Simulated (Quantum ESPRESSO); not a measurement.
# Collinear magnetic orders of Ba2Fe2Se2OF2 with Quantum ESPRESSO

A self-consistent run ends on one state, which hangs on the start. Several orders of Ba2Fe2Se2OF2 are started in Quantum ESPRESSO and their energies compared.

Method: LDA with U = 4.5 eV on Fe d (ortho-atomic projectors); plane waves with GBRV 1.5 LDA potentials, no spin-orbit coupling, in Quantum ESPRESSO 7.5.

## 1. Set-up

Symmetry: I4/mmm, No. 139, tetragonal system. Conventional cell: a = 4.195 Å, b = 4.195 Å, c = 19.522 Å, α = 90.00°, β = 90.00°, γ = 90.00°. Nearest to Ba lie 4 F at 2.62 Å and 1 O at 3.31 Å and 4 Se at 3.35 Å. Fe has 2 O at 2.10 Å and 4 Se at 2.73 Å nearest. Se has 4 Fe at 2.73 Å and 4 Ba at 3.35 Å nearest. Nearest to O lie 4 Fe at 2.10 Å and 2 Ba at 3.31 Å. Nearest to F lie 4 Ba at 2.62 Å. Farther neighbours and most contacts between anions are not listed.

The cell comes from the Crystallography Open Database.

## 2. Start 1: ferro ++

The signs are those of the starting moments on the seeded atoms, the atoms that are given a moment.

pw.in reads:

```
&CONTROL
  calculation = 'scf'
  prefix = 'pwscf'
  outdir = './tmp'
  pseudo_dir = './pseudo'
  disk_io = 'nowf'
/
&SYSTEM
  ibrav = 0
  celldm(1) = 8
  nat = 9
  ntyp = 5
  ecutwfc = 40
  ecutrho = 280
  nbnd = 59
  occupations = 'smearing'
  smearing = 'fd'
  degauss = 0.00367493
  nspin = 2
  starting_magnetization(1) = 0
  starting_magnetization(2) = 0.25
  starting_magnetization(3) = 0
  starting_magnetization(4) = 0
  starting_magnetization(5) = 0
/
&ELECTRONS
  conv_thr = 1.8d-08
  electron_maxstep = 150
  mixing_beta = 0.3
/
ATOMIC_SPECIES
Ba    137.3270 ba_lda_v1.uspp.F.UPF
Fe     55.8450 fe_lda_v1.5.uspp.F.UPF
Se     78.9710 se_lda_v1.uspp.F.UPF
O      15.9990 o_lda_v1.2.uspp.F.UPF
F      18.9984 f_lda_v1.4.uspp.F.UPF
CELL_PARAMETERS alat
  -0.4954153251472    0.4954153251472    2.3057020878090
   0.4954153251472   -0.4954153251472    2.3057020878090
   0.4954153251472    0.4954153251472   -2.3057020878090
ATOMIC_POSITIONS crystal
Ba      0.6694250000    0.6694250000    0.0000000000
Ba      0.3305750000    0.3305750000    0.0000000000
Fe      0.0000000000    0.5000000000    0.5000000000
Fe      0.5000000000    0.0000000000    0.5000000000
Se      0.0898200000    0.0898200000    0.0000000000
Se      0.9101800000    0.9101800000    0.0000000000
O       0.5000000000    0.5000000000    0.0000000000
F       0.2500000000    0.7500000000    0.5000000000
F       0.7500000000    0.2500000000    0.5000000000
K_POINTS automatic
6 6 6 0 0 0
HUBBARD {ortho-atomic}
U Fe-3d 4.5000
```

Launch:

```bash
$ OMP_NUM_THREADS=1 mpirun -n 4 pw.x -nk 4 -in pw.in > pw.out
```

Output:

```text
Program PWSCF v.7.5 starts

     Message from routine setup:
     using ibrav=0 with symmetry is DISCOURAGED, use correct ibrav instead

     K-points division:     npool     =       4
     Subspace diagonalization in iterative solution of the eigenvalue problem:

     G-vector sticks info
     --------------------
     sticks:   dense  smooth     PW     G-vecs:    dense   smooth      PW
     Sum        4611    2629    911                91755    39539    8099

     Using Slab Decomposition

     bravais-lattice index     =            0
     lattice parameter (alat)  =       8.0000  a.u.
     unit-cell volume          =    1158.9695 (a.u.)^3
     number of atoms/cell      =            9
     number of atomic types    =            5
     number of electrons       =        84.00
     number of Kohn-Sham states=           59
     kinetic-energy cutoff     =      40.0000  Ry
     charge density cutoff     =     280.0000  Ry
     scf convergence threshold =      1.8E-08
     mixing beta               =       0.3000
     number of iterations used =            8  plain     mixing
     Exchange-correlation=  SLA  PZ   NOGX NOGC
                           (   1   1   0   0   0   0   0)
     Hubbard projectors: ortho-atomic
     Hubbard parameters of DFT+U (Dudarev formulation) in eV:
     U(Fe-3d) =  4.5000

     Internal variables: lda_plus_u =T, lda_plus_u_kind = 0

     Internal variables: orbital_resolved =F, hub_pot_fix =F, apply_U = F

     celldm(1)=   8.000000  celldm(2)=   0.000000  celldm(3)=   0.000000
     celldm(4)=   0.000000  celldm(5)=   0.000000  celldm(6)=   0.000000

     crystal axes: (cart. coord. in units of alat)
               a(1) = (  -0.495415   0.495415   2.305702 )
               a(2) = (   0.495415  -0.495415   2.305702 )
               a(3) = (   0.495415   0.495415  -2.305702 )

     reciprocal axes: (cart. coord. in units 2 pi/alat)
               b(1) = (  0.000000  1.009254  0.216854 )
               b(2) = (  1.009254  0.000000  0.216854 )
               b(3) = (  1.009254  1.009254  0.000000 )

     PseudoPot. # 1 for Ba read from file:
     ba_lda_v1.uspp.F.UPF
     Pseudo is Ultrasoft + core correction, Zval = 10.0
     Generated by new atomic code, or converted to UPF format
     Using radial grid of  907 points,  7 beta functions with:
                l(1) =   0
                l(2) =   0
                l(3) =   1
                l(4) =   1
                l(5) =   2
                l(6) =   2
                l(7) =   3
     Q(r) pseudized with  6 coefficients,  rinner =    1.700   1.700   1.700
                                                       1.700   1.700   1.700
                                                       1.700

     PseudoPot. # 2 for Fe read from file:
     fe_lda_v1.5.uspp.F.UPF
     Pseudo is Ultrasoft + core correction, Zval = 16.0
     Generated by new atomic code, or converted to UPF format
     Using radial grid of  861 points,  6 beta functions with:
                l(1) =   0
                l(2) =   0
                l(3) =   1
                l(4) =   1
                l(5) =   2
                l(6) =   2
     Q(r) pseudized with  8 coefficients,  rinner =    1.000   1.000   1.000
                                                       1.000   1.000

     PseudoPot. # 3 for Se read from file:
     se_lda_v1.uspp.F.UPF
     Pseudo is Ultrasoft + core correction, Zval =  6.0
     Generated by new atomic code, or converted to UPF format
     Using radial grid of  877 points,  6 beta functions with:
                l(1) =   0
                l(2) =   0
                l(3) =   1
                l(4) =   1
                l(5) =   2
                l(6) =   2
     Q(r) pseudized with  8 coefficients,  rinner =    1.300   1.300   1.300
                                                       1.300   1.300

     PseudoPot. # 4 for O  read from file:
     o_lda_v1.2.uspp.F.UPF
     Pseudo is Ultrasoft + core correction, Zval =  6.0
     Generated by new atomic code, or converted to UPF format
     Using radial grid of  737 points,  5 beta functions with:
                l(1) =   0
                l(2) =   0
                l(3) =   1
                l(4) =   1
                l(5) =   2
     Q(r) pseudized with  8 coefficients,  rinner =    0.900   0.900   0.900
                                                       0.900   0.900

     PseudoPot. # 5 for F  read from file:
     f_lda_v1.4.uspp.F.UPF
     Pseudo is Ultrasoft, Zval =  7.0
     Generated by new atomic code, or converted to UPF format
     Using radial grid of  799 points,  4 beta functions with:
                l(1) =   0
                l(2) =   0
                l(3) =   1
                l(4) =   1
     Q(r) pseudized with  8 coefficients,  rinner =    0.950   0.950   0.950

     atomic species   valence    mass     pseudopotential
     Ba               10.00   137.32700     Ba( 1.00)
     Fe               16.00    55.84500     Fe( 1.00)
     Se                6.00    78.97100     Se( 1.00)
     O                 6.00    15.99900     O ( 1.00)
     F                 7.00    18.99840     F ( 1.00)

     Starting magnetic structure
     atomic species   magnetization
     Ba              0.000
     Fe              0.250
     Se              0.000
     O               0.000
     F               0.000

     16 Sym. Ops., with inversion, found

   Cartesian axes

     site n.     atom                  positions (alat units)
         1        Ba     tau(   1) = (   0.0000000   0.0000000   3.0869892  )
         2        Ba     tau(   2) = (  -0.0000000  -0.0000000   1.5244149  )
         3        Fe     tau(   3) = (   0.4954153   0.0000000   0.0000000  )
         4        Fe     tau(   4) = (   0.0000000   0.4954153   0.0000000  )
         5        Se     tau(   5) = (   0.0000000   0.0000000   0.4141963  )
         6        Se     tau(   6) = (   0.0000000   0.0000000   4.1972079  )
         7        O      tau(   7) = (   0.0000000   0.0000000   2.3057021  )
         8        F      tau(   8) = (   0.4954153   0.0000000   1.1528510  )
         9        F      tau(   9) = (   0.0000000   0.4954153   1.1528510  )

     number of k points=    30  Fermi-Dirac smearing, width (Ry)=  0.0037
                       cart. coord. in units 2pi/alat
        k(    1) = (   0.0000000   0.0000000   0.0000000), wk =   0.0046296
        k(    2) = (   0.1682090   0.1682090   0.0000000), wk =   0.0185185
        k(    3) = (   0.3364181   0.3364181   0.0000000), wk =   0.0185185
        k(    4) = (  -0.5046271  -0.5046271   0.0000000), wk =   0.0092593
        k(    5) = (   0.1682090   0.0000000   0.0361423), wk =   0.0370370
        [... 25 further k-points ...]

     Dense  grid:    91755 G-vectors     FFT dimensions: ( 108, 108, 108)

     Smooth grid:    39539 G-vectors     FFT dimensions: (  80,  80,  80)

     Check: negative core charge=   -0.000013
     Generating pointlists ...
     new r_m :   0.2554 (alat units)  2.0436 (a.u.) for type    1
     new r_m :   0.2044 (alat units)  1.6349 (a.u.) for type    2
     new r_m :   0.2664 (alat units)  2.1310 (a.u.) for type    3
     new r_m :   0.2044 (alat units)  1.6349 (a.u.) for type    4
     new r_m :   0.2554 (alat units)  2.0436 (a.u.) for type    5

     Initial potential from superposition of free atoms

     starting charge      81.9744, renormalised to      84.0000

     negative rho (up, down):  1.004E-01 1.004E-01

     STARTING HUBBARD OCCUPATIONS:

     =================== HUBBARD OCCUPATIONS ===================
     ------------------------ ATOM    3 ------------------------
     Tr[ns(  3)] (up, down, total) =   5.00000  0.00000  5.00000
     Atomic magnetic moment for atom   3 =   5.00000
     [... lines left out ...]
     ------------------------ ATOM    4 ------------------------
     Tr[ns(  4)] (up, down, total) =   5.00000  0.00000  5.00000
     Atomic magnetic moment for atom   4 =   5.00000
     [... lines left out ...]
     Number of occupied Hubbard levels =   10.0000

     Atomic wfc used for Hubbard projectors are orthogonalized

     Starting wfcs are   72 randomized atomic wfcs

     Self-consistent Calculation

     iteration #  1     ecut=    40.00 Ry     beta= 0.30
     Davidson diagonalization with overlap
     ethr =  1.00E-02,  avg # of iterations =  4.8

     =================== HUBBARD OCCUPATIONS ===================
     ------------------------ ATOM    3 ------------------------
     Tr[ns(  3)] (up, down, total) =   4.96377  4.76719  9.73097
     Atomic magnetic moment for atom   3 =   0.19658
     [... lines left out ...]
     ------------------------ ATOM    4 ------------------------
     Tr[ns(  4)] (up, down, total) =   4.96377  4.76719  9.73097
     Atomic magnetic moment for atom   4 =   0.19658
     [... lines left out ...]
     Number of occupied Hubbard levels =   19.4619

     negative rho (up, down):  9.607E-02 9.608E-02

     total energy              =    -818.80473522 Ry
     estimated scf accuracy    <      86.36150022 Ry

     total magnetization       =     0.30 Bohr mag/cell
     absolute magnetization    =     1.43 Bohr mag/cell

     iteration #  2     ecut=    40.00 Ry     beta= 0.30
     Davidson diagonalization with overlap
     ethr =  1.00E-02,  avg # of iterations =  7.5

     negative rho (up, down):  7.092E-02 7.117E-02

     total energy              =    -829.29877064 Ry
     estimated scf accuracy    <     619.66464487 Ry

     total magnetization       =     0.03 Bohr mag/cell
     absolute magnetization    =     0.20 Bohr mag/cell

     iteration #  3     ecut=    40.00 Ry     beta= 0.30
     Davidson diagonalization with overlap
     ethr =  1.00E-02,  avg # of iterations =  7.9

     negative rho (up, down):  7.422E-02 7.435E-02

     total energy              =    -857.45049368 Ry
     estimated scf accuracy    <      12.79641302 Ry

     total magnetization       =     5.14 Bohr mag/cell
     absolute magnetization    =     5.35 Bohr mag/cell

     [... further iterations left out ...]

     iteration # 16     ecut=    40.00 Ry     beta= 0.30
     Davidson diagonalization with overlap
     ethr =  1.03E-09,  avg # of iterations =  2.4

     negative rho (up, down):  9.042E-02 9.064E-02

     total energy              =    -857.68938793 Ry
     estimated scf accuracy    <       0.00000041 Ry

     total magnetization       =     8.00 Bohr mag/cell
     absolute magnetization    =     8.03 Bohr mag/cell

     iteration # 17     ecut=    40.00 Ry     beta= 0.30
     Davidson diagonalization with overlap
     ethr =  4.82E-10,  avg # of iterations =  2.4

     negative rho (up, down):  9.042E-02 9.064E-02

     total energy              =    -857.68938819 Ry
     estimated scf accuracy    <       0.00000021 Ry

     total magnetization       =     8.00 Bohr mag/cell
     absolute magnetization    =     8.03 Bohr mag/cell

     iteration # 18     ecut=    40.00 Ry     beta= 0.30
     Davidson diagonalization with overlap
     ethr =  2.56E-10,  avg # of iterations =  2.2

     negative rho (up, down):  9.042E-02 9.063E-02

     total energy              =    -857.68938830 Ry
     estimated scf accuracy    <       0.00000005 Ry

     total magnetization       =     8.00 Bohr mag/cell
     absolute magnetization    =     8.03 Bohr mag/cell

     iteration # 19     ecut=    40.00 Ry     beta= 0.30
     Davidson diagonalization with overlap
     ethr =  6.20E-11,  avg # of iterations =  3.7

     negative rho (up, down):  9.042E-02 9.063E-02

     Magnetic moment per site  (integrated on atomic sphere of radius R)
     atom   1 (R=0.255)  charge=  6.2458  magn=  0.0093
     atom   2 (R=0.255)  charge=  6.2458  magn=  0.0093
     atom   3 (R=0.204)  charge= 13.3931  magn=  3.3794
     atom   4 (R=0.204)  charge= 13.3931  magn=  3.3794
     atom   5 (R=0.266)  charge=  4.4120  magn=  0.1063
     atom   6 (R=0.266)  charge=  4.4120  magn=  0.1063
     atom   7 (R=0.204)  charge=  5.6558  magn=  0.2075
     atom   8 (R=0.255)  charge=  7.3503  magn=  0.0026
     atom   9 (R=0.255)  charge=  7.3503  magn=  0.0026

     End of self-consistent calculation

     =================== HUBBARD OCCUPATIONS ===================
     ------------------------ ATOM    3 ------------------------
     Tr[ns(  3)] (up, down, total) =   4.92653  1.24584  6.17237
     Atomic magnetic moment for atom   3 =   3.68069
     [... lines left out ...]
     ------------------------ ATOM    4 ------------------------
     Tr[ns(  4)] (up, down, total) =   4.92653  1.24584  6.17237
     Atomic magnetic moment for atom   4 =   3.68069
     [... lines left out ...]
     Number of occupied Hubbard levels =   12.3447

     [... lines left out ...]
     the Fermi energy is     9.1490 ev

!    total energy              =    -857.68938845 Ry
     estimated scf accuracy    <          7.3E-09 Ry
     smearing contrib. (-TS)   =      -0.00000003 Ry
     internal energy E=F+TS    =    -857.68938842 Ry

     The total energy is F=E-TS. E is the sum of the following terms:
     one-electron contribution =    -581.96083773 Ry
     hartree contribution      =     330.36923432 Ry
     xc contribution           =    -197.67320582 Ry
     ewald contribution        =    -408.56335361 Ry
     Hubbard energy            =       0.13877441 Ry

     total magnetization       =     8.00 Bohr mag/cell
     absolute magnetization    =     8.03 Bohr mag/cell

     convergence has been achieved in  19 iterations

=------------------------------------------------------------------------------=
   JOB DONE.
=------------------------------------------------------------------------------=
```

It took 7.4 min on 4 MPI ranks of Intel Xeon Platinum 8488C (Sapphire Rapids), shared host; peak memory 1.9 GiB; 30 min of CPU time.

Spin moment in the atom's sphere by atom:

```
atom  spin moment in the atom's sphere (μB)
 Ba1                                   0.01
 Ba2                                   0.01
 Fe3                                   3.38
 Fe4                                   3.38
 Se5                                   0.11
 Se6                                   0.11
  O7                                   0.21
  F8                                   0.00
  F9                                   0.00
```

Read from the output:

```yaml
smearing_term_ts: 4.47e-7 eV
magnetization: 8 μB
absolute_magnetization: 8.025 μB
final_state: ferromagnetic
```

Spin density in the ac plane of the conventional cell at fractional y = 0.000, with atoms of Ba and Fe and Se and O and F within 0.2 Å of it.

Ten even steps from '0' (0.0 e/Å³) to '9' (3.7 e/Å³), each cell a mean:
```
00000155300000
00000000000000
00000000000000
00000000000000
00000000000000
00000000000000
00000000000000
00000000000000
00000000000000
00000000000000
00000000000000
00000399610000
00000155310000
00000000000000
00000000000000
00000000000000
00000000000000
00000000000000
00000000000000
00000000000000
00000000000000
00000000000000
00000000000000
00000179400000
```
Columns run along a (4.2 Å), rows up along c (19.5 Å), edges of the conventional cell, whose origin can differ from the input's. Atoms in or near the plane, at fractional coordinates: Ba at (0.00, 0.67), Ba at (0.00, 0.33), Fe at (0.50, 0.00), Fe at (0.50, 0.50), Se at (0.00, 0.09), Se at (0.00, 0.91), O at (0.00, 0.50), F at (0.50, 0.25), F at (0.50, 0.75).

Valence density in the ac plane of the conventional cell at fractional y = 0.000, with atoms of Ba and Fe and Se and O and F within 0.2 Å of it. It is the smooth field of the valence electrons, not physical close to the nuclei.

Ten steps, logarithmic in the rise over the least value, from '0' (0 e/Å³) to '9' (15 e/Å³), each cell a mean:
```
22223689743222
43432222222333
43432111122334
32221111111223
11111222211111
11123588742111
33323577642233
04542212123453
44432111112444
22211111111122
22211233221122
76433799853357
65433689742346
22111222211112
33221111111223
24432111123453
34432222223444
32223588742223
11112577642111
11111112111111
33221111112233
53432211123334
33332233222333
22224799853222
```
Columns run along a (4.2 Å), rows up along c (19.5 Å), edges of the conventional cell, whose origin can differ from the input's. Atoms in or near the plane, at fractional coordinates: Ba at (0.00, 0.67), Ba at (0.00, 0.33), Fe at (0.50, 0.00), Fe at (0.50, 0.50), Se at (0.00, 0.09), Se at (0.00, 0.91), O at (0.00, 0.50), F at (0.50, 0.25), F at (0.50, 0.75).

(Part 1 of 2 ends here.)

[Logs and program files are shortened in this print: banners, set-up blocks, solver, clock and traceback lines can be left out without a mark of their own.]

[Logs are printed without paths, hosts, clocks, repeated set-up lines and the standing remarks that a program may print on its own settings, such as how far it seeks lower states.]

[Hosts, paths, dates, database ids (printed as entryN), source tags and the programs' standing remarks are cut or masked in the printed files.]

[Where a cell is said to come from a database of computed structures, the database is the Materials Project.]
